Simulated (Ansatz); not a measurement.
# Ag wire along [100], 24 atoms a period: bands along the axis

Wanted: the relaxed geometry and the bands of the Ag wire along [100], 24 atoms a period.

Program: Ansatz 0.2.0. Level of theory: DFT PBE, plane waves, PAW; relaxation of a wire's period; PAW set soft_1, in the first sound run; inputs show where later runs differ. Results are calculated unless marked as measured.

**1. Starting point**

The cell holds 24 atoms: 24 Ag. Its edges and angles: a = 17.175 Å, b = 17.175 Å, c = 4.150 Å, α = 90.0°, β = 90.0°, γ = 90.0°. Vacuum lies along a and b. The structure's axis is c.

**2. Relaxation of atoms and period**

Band widths follow the bond lengths, so the wire is relaxed first. The atoms and the third cell vector are free; the box across stays fixed as vacuum. A Fermi-Dirac smearing is set since the result may be a metal. The pressure printed is a third of the stress's trace over the whole box, vacuum included; only the stress along the axis is relaxed.

Input file input.yaml:

```yaml
crystal:
  lattice:
    - [17.175, 0.0, 0.0]
    - [0.0, 17.175, 0.0]
    - [0.0, 0.0, 4.15]
  atoms:
    - { symbol: Ag, position: [0.197962154, 0.439592431, 0.0] }
    - { symbol: Ag, position: [0.318777293, 0.318777293, 0.0] }
    - { symbol: Ag, position: [0.318777293, 0.560407569, 0.0] }
    - { symbol: Ag, position: [0.439592431, 0.197962154, 0.0] }
    - { symbol: Ag, position: [0.439592431, 0.439592431, 0.0] }
    - { symbol: Ag, position: [0.439592431, 0.681222707, 0.0] }
    - { symbol: Ag, position: [0.560407569, 0.318777293, 0.0] }
    - { symbol: Ag, position: [0.560407569, 0.560407569, 0.0] }
    - { symbol: Ag, position: [0.560407569, 0.802037846, 0.0] }
    - { symbol: Ag, position: [0.681222707, 0.439592431, 0.0] }
    - { symbol: Ag, position: [0.681222707, 0.681222707, 0.0] }
    - { symbol: Ag, position: [0.802037846, 0.560407569, 0.0] }
    - { symbol: Ag, position: [0.197962154, 0.560407569, 0.5] }
    - { symbol: Ag, position: [0.318777293, 0.439592431, 0.5] }
    - { symbol: Ag, position: [0.318777293, 0.681222707, 0.5] }
    - { symbol: Ag, position: [0.439592431, 0.318777293, 0.5] }
    - { symbol: Ag, position: [0.439592431, 0.560407569, 0.5] }
    - { symbol: Ag, position: [0.439592431, 0.802037846, 0.5] }
    - { symbol: Ag, position: [0.560407569, 0.197962154, 0.5] }
    - { symbol: Ag, position: [0.560407569, 0.439592431, 0.5] }
    - { symbol: Ag, position: [0.560407569, 0.681222707, 0.5] }
    - { symbol: Ag, position: [0.681222707, 0.318777293, 0.5] }
    - { symbol: Ag, position: [0.681222707, 0.560407569, 0.5] }
    - { symbol: Ag, position: [0.802037846, 0.439592431, 0.5] }
kpoints:
  mp_grid: { grid: [1, 1, 20] }
scf:
  occupations: { method: fermi_dirac, width: 0.05 }
hamiltonian:
  xc: pbe
  pseudopotentials: { kind: paw, azcp: { folder: soft_1 } }
relax:
  cell: { fix: [a, b, alpha, beta, gamma] }
  max_steps: 45
  f_tol: 0.03
```

The run is started by

```console
ansatz run input.yaml --threads 4 --pin off --max-ram 16384MiB --backend cpu --events-out ev --progress --plain --runs-dir out
```

Numbers of over 12 decimals in the logs are rounded to 6 here.

The log of the run:

```text
Engine: ansatz 0.2.0, aarch64-unknown-linux-gnu
Pseudopotentials: kind: paw
Pseudopotential: Ag, paw, valence charge 19, recommended cutoff 420 eV (normal), soft_1/Ag.paw.azcp
Functional definition: PBE
  parameter kappa = 0.804
  parameter beta = 0.066725
  exchange = pbe_x(kappa = kappa, mu = beta*pi^2/3)
  correlation = pbe_c(beta = beta)
Crystal: 24 atoms, lattice volume = 1224.170 Å³
Basis set: ecut = 420 eV, 23877 PW (Γ), exchange–correlation on 240×240×60 points (8 copies of the dense FFT grid, shifted against one another)
Bands: 274, of which v1, the nominal top of the filled ones, is band 228 counted from 1 (227 counted from 0)
Symmetry: 16 space group operations
Space group: P42/mcm (ITA 132), of the structure as read, at distance tolerance 1.1e-4 Å
k-points: 11 of 20
Non-local potential: Ag, projectors of the file, l = 0: 3, l = 1: 2, l = 2: 2, l = 3: 1
PAW form: soft (Blöchl's): semilocal exchange-correlation on the pseudo side does not see the compensation charge
PAW one-centre angular grid: Ag, 590 points (default); XC on 64 Gauss nodes
Initial density: superposition of atomic densities (neutral atoms: chi_scale 0, normalization atom)
Initial wavefunctions: pseudopotential atomic-orbital guess
Functional: x = pbe(κ = 0.804, μ = 0.219515), c = pbe(β = 0.066725)
SCF iter   1: F=—  HF=-182169.853738 eV  |F-HF|=—  |Δ(HF+E_count)|=         —  Δρ=3.17e-2  dr2=1.69e1  ethr=3.10e-3  ⟨swp⟩=6.3  Hψ=11546  notcnv=0  defer=140
preconditioner: auto → LDOS  [metal: Δε(μ)=0.046 eV  Ē_g=7.898 eV  σ=0.050 eV  W_gap=0.22  n_scr=266 (ndim 8)  ℏωp=17.2 eV  f_vac=0.572  D(μ)=9.30/eV (n_scr^D=36)  β→1.0]
SCF iter   2: F=—  HF=-182172.250305 eV  |F-HF|=—  |Δ(HF+E_count)|=    2.40e0  Δρ=4.49e-2  dr2=2.32e1  ethr=3.10e-3  ⟨swp⟩=2.7  Hψ=6269  notcnv=0  defer=376
SCF iter   3: F=—  HF=-182165.621278 eV  |F-HF|=—  |Δ(HF+E_count)|=    6.63e0  Δρ=6.19e-3  dr2=3.39e-1  ethr=3.10e-3  ⟨swp⟩=2.3  Hψ=5108  notcnv=0  defer=367
SCF iter   4: F=—  HF=-182165.586429 eV  |F-HF|=—  |Δ(HF+E_count)|=   3.48e-2  Δρ=1.05e-3  dr2=1.55e-2  ethr=7.44e-5  ⟨swp⟩=2.0  Hψ=5824  notcnv=0  defer=367
SCF iter   5: F=—  HF=-182165.585435 eV  |F-HF|=—  |Δ(HF+E_count)|=   9.94e-4  Δρ=4.66e-4  dr2=2.37e-3  ethr=3.39e-6  ⟨swp⟩=2.0  Hψ=5027  notcnv=0  defer=367
SCF iter   6: F=—  HF=-182165.585742 eV  |F-HF|=—  |Δ(HF+E_count)|=   3.07e-4  Δρ=1.16e-4  dr2=2.26e-4  ethr=5.20e-7  ⟨swp⟩=2.0  Hψ=4499  notcnv=0  defer=367
SCF iter   7: F=—  HF=-182165.585762 eV  |F-HF|=—  |Δ(HF+E_count)|=   1.99e-5  Δρ=3.72e-5  dr2=2.54e-5  ethr=4.95e-8  ⟨swp⟩=2.0  Hψ=4092  notcnv=0  defer=367
SCF iter   8: F=—  HF=-182165.586220 eV  |F-HF|=—  |Δ(HF+E_count)|=   4.58e-4  Δρ=1.11e-5  dr2=1.94e-6  ethr=5.57e-9  ⟨swp⟩=2.0  Hψ=4224  notcnv=0  defer=367
SCF iter   9: F=—  HF=-182165.586221 eV  |F-HF|=—  |Δ(HF+E_count)|=   1.11e-6  Δρ=4.75e-6  dr2=3.32e-7  ethr=4.25e-10  ⟨swp⟩=2.0  Hψ=4108  notcnv=0  defer=367
SCF iter  10: F=-182165.586221 eV  HF=-182165.586221 eV  |F-HF|=8.73e-11  |Δ(HF+E_count)|=   7.66e-8  Δρ=1.48e-6  dr2=2.63e-8  ethr=2.19e-11  ⟨swp⟩=4.7  Hψ=9582  notcnv=0
SCF 1 converged in 10 iterations: F = -182165.586221 eV  dr2 = 2.63e-8
  greatest PAW one-centre occupation: 1.001 electrons in one spin orbital (limit 2), on the Ag atom at site 19 (counted from 0), in its partial waves of l = 0
relax step   1: F+E_penalty+E_count = -182165.58622122 eV  Δ(F+E_penalty+E_count) = +0.000e0 eV  max|allowed force component| = 3.472e-1 eV/Å  Δτ_max = 0.0000 Å  P = -1.153 GPa  Ω = 1224.170 Å³  fix = [a, b, alpha, beta, gamma]  reactions: a -0.883, b -0.883 GPa  (10 SCF iters, dr2 threshold 1.00e-7 eV, accepted)
Crystal: 24 atoms, lattice volume = 1180.665 Å³
Basis set: ecut = 420 eV, 23133 PW (Γ), exchange–correlation on 240×240×60 points (8 copies of the dense FFT grid, shifted against one another)
Initial density: handed on by an earlier stage of this run
Initial wavefunctions: those handed on with the density
iter 1 solved again at ethr=3.44e-5 eV; its pass at ethr=3.10e-3 eV (dr2=1.57e-1 eV) is discarded
SCF iter   1: F=—  HF=-182166.027446 eV  |F-HF|=—  |Δ(HF+E_count)|=         —  Δρ=3.50e-3  dr2=1.59e-1  ethr=3.44e-5  ⟨swp⟩=4.3  Hψ=14679  notcnv=0
preconditioner: auto → LDOS  [metal: Δε(μ)=0.076 eV  Ē_g=8.343 eV  σ=0.050 eV  W_gap=0.36  n_scr=266 (ndim 8)  ℏωp=17.6 eV  f_vac=0.579  D(μ)=6.68/eV (n_scr^D=20)  β→1.0]
SCF iter   2: F=—  HF=-182166.062033 eV  |F-HF|=—  |Δ(HF+E_count)|=   3.46e-2  Δρ=5.04e-3  dr2=2.60e-1  ethr=3.44e-5  ⟨swp⟩=2.4  Hψ=6048  notcnv=0
SCF iter   3: F=—  HF=-182165.986681 eV  |F-HF|=—  |Δ(HF+E_count)|=   7.54e-2  Δρ=7.75e-4  dr2=6.07e-3  ethr=3.44e-5  ⟨swp⟩=2.0  Hψ=5235  notcnv=0  defer=204
SCF iter   4: F=—  HF=-182165.985874 eV  |F-HF|=—  |Δ(HF+E_count)|=   8.07e-4  Δρ=1.69e-4  dr2=4.09e-4  ethr=1.33e-6  ⟨swp⟩=2.0  Hψ=4951  notcnv=0  defer=236
SCF iter   5: F=—  HF=-182165.985901 eV  |F-HF|=—  |Δ(HF+E_count)|=   2.64e-5  Δρ=4.50e-5  dr2=2.29e-5  ethr=8.97e-8  ⟨swp⟩=2.0  Hψ=5053  notcnv=0  defer=236
SCF iter   6: F=—  HF=-182165.985911 eV  |F-HF|=—  |Δ(HF+E_count)|=   1.01e-5  Δρ=2.59e-5  dr2=7.84e-6  ethr=5.02e-9  ⟨swp⟩=2.5  Hψ=5078  notcnv=0  defer=236
SCF iter   7: F=-182165.985911 eV  HF=-182165.985911 eV  |F-HF|=3.95e-8  |Δ(HF+E_count)|=   1.31e-7  Δρ=5.87e-6  dr2=3.91e-7  ethr=5.26e-10  ⟨swp⟩=3.0  Hψ=12056  notcnv=0
SCF 2 converged in 7 iterations: F = -182165.985911 eV  dr2 = 3.91e-7
relax step   2: F+E_penalty+E_count = -182165.98591086 eV  Δ(F+E_penalty+E_count) = -3.997e-1 eV  max|allowed force component| = 1.279e-1 eV/Å  Δτ_max = 0.1082 Å  P = +0.514 GPa  Ω = 1180.665 Å³  energy of the carried Pulay correction = +7.276e-3 eV  fix = [a, b, alpha, beta, gamma]  reactions: a +0.680, b +0.680 GPa  (7 SCF iters, dr2 threshold 2.40e-6 eV, accepted)
Crystal: 24 atoms, lattice volume = 1170.243 Å³
Basis set: ecut = 420 eV, 22973 PW (Γ), exchange–correlation on 240×240×60 points (8 copies of the dense FFT grid, shifted against one another)
iter 1 solved again at ethr=1.33e-5 eV; its pass at ethr=3.10e-3 eV (dr2=6.05e-2 eV) is discarded
SCF iter   1: F=—  HF=-182166.090125 eV  |F-HF|=—  |Δ(HF+E_count)|=         —  Δρ=2.25e-3  dr2=6.37e-2  ethr=1.33e-5  ⟨swp⟩=3.4  Hψ=15169  notcnv=0
preconditioner: auto → LDOS  [metal: Δε(μ)=0.074 eV  Ē_g=8.335 eV  σ=0.050 eV  W_gap=0.34  n_scr=266 (ndim 8)  ℏωp=17.6 eV  f_vac=0.571  D(μ)=5.69/eV (n_scr^D=20)  β→1.0]
SCF iter   2: F=—  HF=-182166.095830 eV  |F-HF|=—  |Δ(HF+E_count)|=   5.71e-3  Δρ=2.10e-3  dr2=1.25e-1  ethr=1.33e-5  ⟨swp⟩=2.5  Hψ=5735  notcnv=0
[...]
relax step   6: F+E_penalty+E_count = -182166.11922692 eV  Δ(F+E_penalty+E_count) = -1.364e-3 eV  max|allowed force component| = 4.193e-3 eV/Å  Δτ_max = 0.0078 Å  P = -0.012 GPa  Ω = 1133.285 Å³  energy of the carried Pulay correction = +1.556e-2 eV  fix = [a, b, alpha, beta, gamma]  reactions: a -0.017, b -0.017 GPa  (9 SCF iters, accepted)
[...]
relax step   7: F+E_penalty+E_count = -182166.12034626 eV  Δ(F+E_penalty+E_count) = -1.119e-3 eV  max|allowed force component| = 2.542e-3 eV/Å  Δτ_max = 0.0114 Å  P = -0.019 GPa  Ω = 1129.200 Å³  energy of the carried Pulay correction = +1.629e-2 eV  fix = [a, b, alpha, beta, gamma]  reactions: a -0.026, b -0.026 GPa  (9 SCF iters, accepted)
Basis set: ecut = 420 eV, 22173 PW (Γ), exchange–correlation on 240×240×54 points (8 copies of the dense FFT grid, shifted against one another)
Initial wavefunctions: pseudopotential atomic-orbital guess (no wavefunctions were taken with the density)
iter 1 solved again at ethr=8.55e-8 eV; its pass at ethr=3.10e-3 eV (dr2=3.90e-4 eV) is discarded
SCF iter   1: F=—  HF=-182166.104686 eV  |F-HF|=—  |Δ(HF+E_count)|=         —  Δρ=1.51e-4  dr2=3.63e-5  ethr=8.55e-8  ⟨swp⟩=4.7  Hψ=22373  notcnv=0
preconditioner: auto → LDOS  [metal: Δε(μ)=0.080 eV  Ē_g=8.362 eV  σ=0.050 eV  W_gap=0.34  n_scr=274 (ndim 8)  ℏωp=18.0 eV  f_vac=0.558  D(μ)=6.03/eV (n_scr^D=20)  β→1.0]
SCF iter   2: F=—  HF=-182166.103749 eV  |F-HF|=—  |Δ(HF+E_count)|=   9.37e-4  Δρ=9.22e-5  dr2=7.37e-5  ethr=7.96e-9  ⟨swp⟩=2.2  Hψ=5579  notcnv=0
SCF iter   3: F=—  HF=-182166.103732 eV  |F-HF|=—  |Δ(HF+E_count)|=   1.68e-5  Δρ=4.97e-5  dr2=2.37e-5  ethr=7.96e-9  ⟨swp⟩=2.1  Hψ=5527  notcnv=0
SCF iter   4: F=—  HF=-182166.103726 eV  |F-HF|=—  |Δ(HF+E_count)|=   6.17e-6  Δρ=1.60e-5  dr2=2.44e-6  ethr=5.19e-9  ⟨swp⟩=2.0  Hψ=4227  notcnv=0
SCF iter   5: F=—  HF=-182166.103726 eV  |F-HF|=—  |Δ(HF+E_count)|=   6.95e-7  Δρ=2.91e-6  dr2=8.11e-8  ethr=5.35e-10  ⟨swp⟩=2.0  Hψ=4421  notcnv=0
SCF iter   6: F=—  HF=-182166.103725 eV  |F-HF|=—  |Δ(HF+E_count)|=   2.57e-8  Δρ=3.72e-7  dr2=1.47e-9  ethr=1.78e-11  ⟨swp⟩=2.0  Hψ=5403  notcnv=0
SCF iter   7: F=-182166.103725 eV  HF=-182166.103725 eV  |F-HF|=3.20e-10  |Δ(HF+E_count)|=  5.53e-10  Δρ=9.25e-8  dr2=7.23e-11  ethr=1.00e-12  ⟨swp⟩=5.0  Hψ=10733  notcnv=0
SCF 8 converged in 7 iterations: F = -182166.103725 eV  dr2 = 7.23e-11
relax step   8: F+E_penalty+E_count = -182166.10372549 eV  Δ(F+E_penalty+E_count) = +1.662e-2 eV  max|allowed force component| = 3.333e-3 eV/Å  Δτ_max = 0.0000 Å  P = -0.017 GPa  Ω = 1129.200 Å³  fix = [a, b, alpha, beta, gamma]  reactions: a -0.022, b -0.022 GPa  stress off target by 7.46e-3 GPa on what of the cell is left free  SCF on the basis re-selected at this cell (its energy is not comparable with the rows above)  (7 SCF iters)
basis re-selected at this cell: Δ(F+E_penalty+E_count) = +1.662e-2 eV, ΔP = +0.002 GPa vs the last step (what re-selecting the basis moved, of the pressure what is left beyond the Pulay correction that the steps carried, after the strain that the cell walked since its last selection, with what the two solves' SCF thresholds leave and, on support functions, any second-order correction that the steps lacked; it is no measure of the basis error at this ecutwfc). The dense FFT grid was sized anew with the basis: this SCF ran on 120×120×27 points, the steps before it on 120×120×30, so part of this shift can come from that change (see relax.cell in the input reference). [rest of the remark cut]
SCF converged after 7 iterations
Free energy (F): -182166.103725 eV
Harris-Foulkes:  -182166.103725 eV  (|F-HF|=3.20e-10)
Internal energy: -182166.055995 eV  (E = F + TS)
E sigma→0 (E₀):  -182166.079860 eV
Entropy (-TS):   -0.047731 eV (-1.989 meV/atom)
Fermi energy:    3.744631 eV
--- Per-component energies (eV) ---
  E_band       = -11732.957312
  E_kinetic    = 11227.791377
  E_local      = -365569.638755  (includes V_loc(G=0)·N_el)
  E_nonlocal   = 771.023733
  E_hartree    = 179341.530630
  E_xc         = -3800.007222
  E_vxc        = -4806.677136  (∫ρ·V_xc dr)
  E_paw        = -94949.321966  (= ΣΔE_a)
  E_vpaw       = -12038.524088  (= ΣTr[D̂ρ^β])
  E_aug_tail   = 0.008961  (compensation charges beyond the density's cutoff)
  E_ewald      = 90812.557246
  E_smearing   = -0.047731  (= −TS)
  E_closure    = -0.000000  (closes the sum)
  Σ components = -182166.103725   (vs F -182166.103725, Δ=0.00e0)
--- Forces (eV/Å), atoms counted from 1 ---
  atom   1  Ag    -0.00333257     0.00043950     0.00000000
  atom   2  Ag    -0.00114898    -0.00114898     0.00000000
  atom   3  Ag     0.00076329    -0.00124957     0.00000000
  atom   4  Ag     0.00043950    -0.00333257     0.00000000
  atom   5  Ag    -0.00088397    -0.00088397     0.00000000
  atom   6  Ag     0.00124957    -0.00076329     0.00000000
  atom   7  Ag    -0.00124957     0.00076329     0.00000000
  atom   8  Ag     0.00088397     0.00088397     0.00000000
  atom   9  Ag    -0.00043950     0.00333257     0.00000000
  atom  10  Ag    -0.00076329     0.00124957     0.00000000
  atom  11  Ag     0.00114898     0.00114898     0.00000000
  atom  12  Ag     0.00333257    -0.00043950     0.00000000
  atom  13  Ag    -0.00333257    -0.00043950     0.00000000
  atom  14  Ag     0.00076329     0.00124957     0.00000000
  atom  15  Ag    -0.00114898     0.00114898     0.00000000
  atom  16  Ag     0.00124957     0.00076329     0.00000000
  atom  17  Ag    -0.00088397     0.00088397     0.00000000
  atom  18  Ag     0.00043950     0.00333257     0.00000000
  atom  19  Ag    -0.00043950    -0.00333257     0.00000000
  atom  20  Ag     0.00088397    -0.00088397     0.00000000
  atom  21  Ag    -0.00124957    -0.00076329     0.00000000
  atom  22  Ag     0.00114898    -0.00114898     0.00000000
  atom  23  Ag    -0.00076329    -0.00124957     0.00000000
  atom  24  Ag     0.00333257     0.00043950     0.00000000
  max |Σ_I F_I| component: 2.17e-18 eV/Å
--- Stress (GPa, compression-positive) ---
       -0.021866       0.000000       0.000000
        0.000000      -0.021866       0.000000
        0.000000       0.000000      -0.007463
  P = ⅓ Tr σ = -0.0171 GPa (-0.171 kbar)
--- Relaxed structure (7 steps of the walk, 7 accepted, 1 SCFs on fresh bases) ---
  F+E_penalty+E_count = -182166.10372549 eV   max|allowed force component| = 3.333e-3 eV/Å   (the final SCF, on the basis selected at the relaxed cell)
  cell:  # Å, volume = 1129.1997 Å³
    - [17.175, 0.0, 0.0]
    - [0.0, 17.175, 0.0]
    - [0.0, 0.0, 3.828047]
  atoms:
    - { symbol: Ag, position: [0.194295, 0.438551, 0.0] }
    - { symbol: Ag, position: [0.314233, 0.314233, 0.0] }
    - { symbol: Ag, position: [0.313318, 0.563410, 0.0] }
    - { symbol: Ag, position: [0.438551, 0.194295, 0.0] }
    - { symbol: Ag, position: [0.437756, 0.437756, 0.0] }
    - { symbol: Ag, position: [0.436590, 0.686682, 0.0] }
    - { symbol: Ag, position: [0.563410, 0.313318, 0.0] }
    - { symbol: Ag, position: [0.562244, 0.562244, 0.0] }
    - { symbol: Ag, position: [0.561449, 0.805705, 0.0] }
    - { symbol: Ag, position: [0.686682, 0.436590, 0.0] }
    - { symbol: Ag, position: [0.685767, 0.685767, 0.0] }
    - { symbol: Ag, position: [0.805705, 0.561449, 0.0] }
    - { symbol: Ag, position: [0.194295, 0.561449, 0.5] }
    - { symbol: Ag, position: [0.313318, 0.436590, 0.5] }
    - { symbol: Ag, position: [0.314233, 0.685767, 0.5] }
    - { symbol: Ag, position: [0.436590, 0.313318, 0.5] }
    - { symbol: Ag, position: [0.437756, 0.562244, 0.5] }
    - { symbol: Ag, position: [0.438551, 0.805705, 0.5] }
    - { symbol: Ag, position: [0.561449, 0.194295, 0.5] }
    - { symbol: Ag, position: [0.562244, 0.437756, 0.5] }
    - { symbol: Ag, position: [0.563410, 0.686682, 0.5] }
    - { symbol: Ag, position: [0.685767, 0.314233, 0.5] }
    - { symbol: Ag, position: [0.686682, 0.563410, 0.5] }
    - { symbol: Ag, position: [0.805705, 0.438551, 0.5] }
```

The job ended after 14 min (4 threads of Arm Neoverse V1, shared host; peak memory 6.4 GiB; 55 min of CPU time).

(Part 1 of 2 ends here.)

[Logs are printed without paths, hosts, clocks, repeated set-up lines and the standing remarks that a program may print on its own settings, such as how far it seeks lower states.]

[Hosts, paths, dates, database ids (printed as entryN), source tags and the programs' standing remarks are cut or masked in the printed files.]
